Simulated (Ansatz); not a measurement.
# SiPb (model cell, started as wurtzite): the cell at rest

Task: relax SiPb (model cell, started as wurtzite) tightly.

Calculated with Ansatz 0.2.0; DFT r2SCAN, scalar-relativistic, plane waves, PAW.

This is a report of a sequence of runs, with most program output left out.

The structure was built from a prototype and need not be the compound's stable phase.

## 1. The structure

The structure is hexagonal, space group P6_3mc (No. 186). Conventional cell: a = 4.183 Å, b = 4.183 Å, c = 6.831 Å, α = 90.00°, β = 90.00°, γ = 120.00°. Nearest to Pb lie 4 Si at 2.56 Å. Nearest to Si lie 4 Pb at 2.56 Å. Farther neighbours are not listed.

## 2. A coarse first look

First a cheap look: the gap decides the mesh and the occupations, the pressure tells how far the cell has to move.

The input, input.yaml:

```yaml
crystal:
  lattice:
    - [4.18291, 0.0, 0.0]
    - [-2.09146, 3.62251, 0.0]
    - [0.0, 0.0, 6.8307]
  atoms:
    - { symbol: Pb, position: [0.333333, 0.666667, 0.0] }
    - { symbol: Pb, position: [0.666667, 0.333333, 0.5] }
    - { symbol: Si, position: [0.333333, 0.666667, 0.375] }
    - { symbol: Si, position: [0.666667, 0.333333, 0.875] }
kpoints:
  mp_grid: { grid: [6, 6, 4] }
hamiltonian:
  xc: r2scan
scf:
  occupations: { method: gaussian, width: 0.1 }
output:
  forces: true
  stress: true
  eigenvalues: true
```

The run is started by

```sh
$ ansatz run input.yaml --threads 4 --pin off --max-ram 7168MiB --backend cpu --events-out ev --progress --plain --runs-dir out
```

Run time: 3.5 s. Hardware: 4 threads of Arm Neoverse V1, shared host; peak memory 0.53 GiB.

Numbers from this step:

```
pressure          : 9.613 GPa
volume per atom   : 25.88 Å³
gap on the k-mesh : 0 eV
```

The coarse mesh shows no gap and a pressure of 9.6 GPa.

## 3. Coarse relaxation

A rough relaxation comes first, because large forces or stress need no tight tolerances yet.

Edit input.yaml of step 2 so:

```diff
@@ -20 +20,6 @@
   eigenvalues: true
+relax:
+  adjacent_minimum: "off"
+  f_tol: 0.05
+  max_steps: 80
+  cell: { stress_tol: 0.5 }
```

The job ended after 15 s (4 threads; peak memory 0.65 GiB).

Relaxation path:

```tsv
step	energy less that of the first step (eV)	largest force component (eV/Å)	pressure (GPa)	volume (Å³)
1	0.0000	0.0293	9.61	103.50
2	-0.4236	0.0433	0.54	118.33
3	-0.4260	0.0283	0.11	119.42
4*	-0.4266	0.0281	0.12	119.42
```

Relaxation steps marked * repeat the geometry before them on a plane-wave basis chosen anew for their cell, so energy and pressure can jump there.

Forces are held to the 12 operations that the run works with; a distortion that breaks them can't arise in this run.

```tsv
conventional cell, symmetrised	before	after	change
a (Å)	4.183	4.392	+5.0 %
b (Å)	4.183	4.392	+5.0 %
c (Å)	6.831	7.148	+4.6 %
volume (Å³/atom)	25.88	29.85	+15.4 %
```

Numbers from this step:

```
pressure        : 0.1182 GPa
volume per atom : 29.85 Å³
```

In this step the volume went from 25.88 to 29.85 Å³/atom.

## 4. Bringing the structure to rest

Harmonic phonons are second derivatives at a point where the forces vanish, and they are wanted at zero stress, so atoms and cell are relaxed first.

The input, input.yaml:

```yaml
crystal:
  lattice:
    - [4.3922815411, 3.0312e-06, 0.0]
    - [-2.1961433957, 3.8038258795, 0.0]
    - [0.0, 0.0, 7.1475095461]
  atoms:
    - { symbol: Pb, position: [0.3333333333, 0.6666666667, -0.0011378239] }
    - { symbol: Pb, position: [0.6666666667, 0.3333333333, 0.4988621761] }
    - { symbol: Si, position: [0.3333333333, 0.6666666667, 0.3761378239] }
    - { symbol: Si, position: [0.6666666667, 0.3333333333, 0.8761378239] }
kpoints:
  mp_grid: { grid: [12, 12, 6] }
hamiltonian:
  xc: r2scan
scf:
  occupations: { method: gaussian, width: 0.1 }
output:
  forces: true
  stress: true
  eigenvalues: true
relax:
  adjacent_minimum: "off"
  f_tol: 0.005
  max_steps: 80
  cell: { stress_tol: 0.05 }
```

Wall time 54 s (4 threads); peak memory 0.77 GiB; 3.5 min of CPU time.

Step by step:

```tsv
step	energy less that of the first step (eV)	largest force component (eV/Å)	pressure (GPa)	volume (Å³)
1	0.0000	0.0604	0.01	119.42
2	0.0018	0.1409	-0.05	119.46
3	-0.0036	0.0154	0.00	119.40
4	-0.0036	0.0026	0.00	119.40
5*	-0.0036	0.0026	0.00	119.40
```

Relaxation steps marked * repeat the geometry before them on a plane-wave basis chosen anew for their cell, so energy and pressure can jump there. Relaxation step 2 was tried and not accepted.

The run keeps the 12 symmetry operations that it works with, so distortions that break them were not tested.

```tsv
conventional cell, symmetrised	before	after	change
a (Å)	4.392	4.375	-0.4 %
b (Å)	4.392	4.375	-0.4 %
c (Å)	7.148	7.204	+0.8 %
volume (Å³/atom)	29.85	29.85	-0.0 %
```

The atoms that moved most (Å, as changes of fractional coordinates times the final cell):

```tsv
atom	dx	dy	dz	length
Pb1	0.000	0.000	0.010	0.010
Si4	0.000	0.000	-0.010	0.010
Si3	0.000	0.000	-0.010	0.010
Pb2	0.000	0.000	0.010	0.010
```

Final coordinates:

```xyz
4
Lattice="4.3746 0.0000 0.0000 -2.1873 3.7885 0.0000 0.0000 0.0000 7.2042" Properties=species:S:1:pos:R:3 pbc="T T T"
Pb    0.0000    2.5257    0.0020
Pb    2.1873    1.2628    3.6041
Si    0.0000    2.5257    2.6996
Si    2.1873    1.2628    6.3017
```

Numbers from this step:

| Item | Value |
| --- | --- |
| pressure | 6.80e-4 GPa |

In this step the volume went from 29.85 to 29.85 Å³/atom.

## 5. Tight relaxation

Phonons need a cell at rest on their own settings, so the relaxation is repeated with tight tolerances on forces and stress, using the mesh and the filling of the phonon run that follows.

The input, input.yaml:

```yaml
crystal:
  lattice:
    - [4.3745999935, 3.019e-06, 0.0]
    - [-2.1873026113, 3.7885132163, 0.0]
    - [0.0, 0.0, 7.2041768466]
  atoms:
    - { symbol: Pb, position: [0.3333333333, 0.6666666667, 0.0002738635] }
    - { symbol: Pb, position: [0.6666666667, 0.3333333333, 0.5002738635] }
    - { symbol: Si, position: [0.3333333333, 0.6666666667, 0.3747261365] }
    - { symbol: Si, position: [0.6666666667, 0.3333333333, 0.8747261365] }
kpoints:
  mp_grid: { grid: [12, 12, 6] }
hamiltonian:
  xc: r2scan
scf:
  occupations: { method: methfessel_paxton, width: 0.2 }
output:
  forces: true
  stress: true
  eigenvalues: true
relax:
  adjacent_minimum: "off"
  f_tol: 0.001
  max_steps: 60
  cell: { stress_tol: 0.01 }
```

It took 50 s on 4 threads; peak memory 0.71 GiB; 3.2 min of CPU time.

Little changed from the start: no atom moved by 0.005 Å and no cell edge by 0.1 %.

This step gave:

```yaml
pressure: -9.88e-5 GPa
```

The largest force component left is 0.0056 meV/Å and the pressure is 0.000 GPa, within the tolerances set. The cell now holds 29.85 Å³/atom.

## 6. Results

```yaml
space_group_after_relaxation_within_0p01_a: P6_3mc
lattice_constant_a: 4.375 Å
lattice_constant_b: 4.375 Å
lattice_constant_c: 7.204 Å
volume_per_atom: 29.8 Å³
```

**Reading.** The largest force component left is 0.0056 meV/Å and the pressure is 0.000 GPa, within the tolerances set. The cell now holds 29.85 Å³/atom. The relaxation keeps the symmetry of its start, so it says nothing on stability against lower symmetry. Spin-orbit coupling is left out, which can matter for the heavy elements here. The starting cell was built on a prototype and not taken from a measurement, so the phase need not exist.

[Logs are printed without paths, hosts, clocks, repeated set-up lines and the standing remarks that a program may print on its own settings, such as how far it seeks lower states.]

[Hosts, paths, dates, database ids (printed as entryN), source tags and the programs' standing remarks are cut or masked in the printed files.]
